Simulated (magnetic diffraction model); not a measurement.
## Magnetic neutron pattern of Cr2FeSbO7

Space group Imma (no. 74), a = 6.7810 Å, b = 6.8120 Å, c = 9.4580 Å.

```
site  atom       x       y       z
  4c    Sb     3/4     1/4     1/4
  4a    Fe       0     1/2       0
  4d    Cr     1/4     3/4     1/4
  4b    Cr     1/2       0       0
 16j     O  0.2258  0.4626  0.1196
  4e     O     1/2     3/4  0.3990
  4e     O       0     1/4  0.3263
  4e     O       0     1/4  0.6201
```

The compound is invented for this exercise: a known structure type with other elements, its cell scaled to their sizes and not relaxed.

Only Fe and Cr are taken to order (form factors of Fe3+ and Cr3+); orders and moment sizes are assumed, and not adapted to the symmetry. Radiation: neutrons of λ = 1.909 Å, 8° to 60°; isotropic B of 0.34 Å² (Sb), 0.35 Å² (Fe), 0.43 Å² (Cr) and 0.55 Å² (O). The intensities are simulated: I ∝ L Σ (|F_N|² + |F_M⊥|²) for unpolarised neutrons, with F_M = 2.695 fm/μB × Σ f(s) S exp(2πi Q·r) exp(−B s²) at Q = H ± k (one set where k and −k are equivalent), only the part normal to Q counting and L = 1/(sin²θ cos θ). For collinear order S is the moment m, which repeats by lattice and centring translations R with the sign exp(−2πi k·R). Form factors are spin-only for 3d ions and dipole or tabulated for f ions, scattering lengths are Sears's of 1992, and absorption is left out. A label names one of the reflections at its angle. The strongest nuclear line in the range is 100, and lines under 0.2 are left out.

Assume the order k = (1/2 0 1/2), collinear moments along [101], 4 μB on Fe and 2.8 μB on Cr; signs + at (0, 1/2, 0), − at (0, 0, 0), − at (1/4, 3/4, 1/4), + at (1/4, 1/4, 3/4), + at (1/2, 0, 0), − at (0, 0, 1/2).

Predict the pattern, nuclear and magnetic parts apart.

```csv
2θ (°),index,nuclear,magnetic
9.94,(1/2 0 1/2),0.0,3.5
18.96,(1/2 1 -1/2),0.0,120.5
19.22,(1/2 0 -3/2),0.0,6.1
19.89,(0 1 1),7.0,0.0
19.95,(1 0 1),23.5,0.0
23.29,(0 0 2),4.0,0.0
25.08,(3/2 0 -1/2),0.0,3.7
25.18,(1/2 1 3/2),0.0,27.1
29.95,(3/2 1 1/2),0.0,24.3
30.12,(3/2 0 3/2),0.0,0.3
30.37,(1/2 0 5/2),0.0,0.3
32.55,(0 2 0),6.2,0.0
32.90,(1 1 2),6.3,0.0
34.11,(1/2 2 1/2),0.0,3.5
34.34,(3/2 1 -3/2),0.0,28.5
34.56,(1/2 1 -5/2),0.0,19.5
38.08,(1/2 2 -3/2),0.0,2.6
38.41,(3/2 0 -5/2),0.0,1.3
38.47,(1 2 1),37.6,0.0
38.57,(2 1 1),20.8,0.0
38.98,(0 1 3),12.2,0.0
39.01,(1 0 3),21.3,0.0
40.41,(0 2 2),100.0,0.0
40.53,(2 0 2),61.1,0.0
41.52,(3/2 2 -1/2),0.0,2.0
41.65,(5/2 0 1/2),0.0,0.6
41.90,(3/2 1 5/2),0.0,2.6
42.22,(1/2 0 -7/2),0.0,0.6
44.93,(5/2 1 -1/2),0.0,10.7
44.93,(3/2 2 3/2),0.0,1.0
45.05,(5/2 0 -3/2),0.0,0.8
45.11,(1/2 2 5/2),0.0,1.0
45.47,(1/2 1 7/2),0.0,3.5
46.81,(2 2 0),26.2,0.0
47.62,(0 0 4),10.0,0.0
48.15,(5/2 1 3/2),0.0,3.7
50.83,(1/2 3 -1/2),0.0,8.9
51.21,(3/2 2 -5/2),0.0,1.0
51.23,(0 3 1),11.6,0.0
51.47,(3 0 1),1.5,0.0
51.53,(3/2 1 -7/2),0.0,7.3
51.69,(1 2 3),2.7,0.0
51.76,(2 1 3),33.0,0.0
52.92,(2 2 2),2.9,0.0
53.47,(1 1 4),1.7,0.0
53.78,(1/2 3 3/2),0.0,6.4
53.83,(5/2 2 1/2),0.0,0.6
54.14,(5/2 1 -5/2),0.0,7.2
```
(The table stops after 48 lines; 12 more lie at higher angle.)

The strongest magnetic line in the range is (1/2 1 -1/2) at 18.96° (120.5). On top of the Lorentz factor, which all lines share, magnetic lines fade with angle because f falls: for Fe3+ it is 0.92, 0.72, 0.50 and 0.17 at sin θ/λ = 0.1, 0.2, 0.3 and 0.5 Å⁻¹, while nuclear lengths stay constant. The order has no net moment.

[Logs are printed without paths, hosts, clocks, repeated set-up lines and the standing remarks that a program may print on its own settings, such as how far it seeks lower states.]
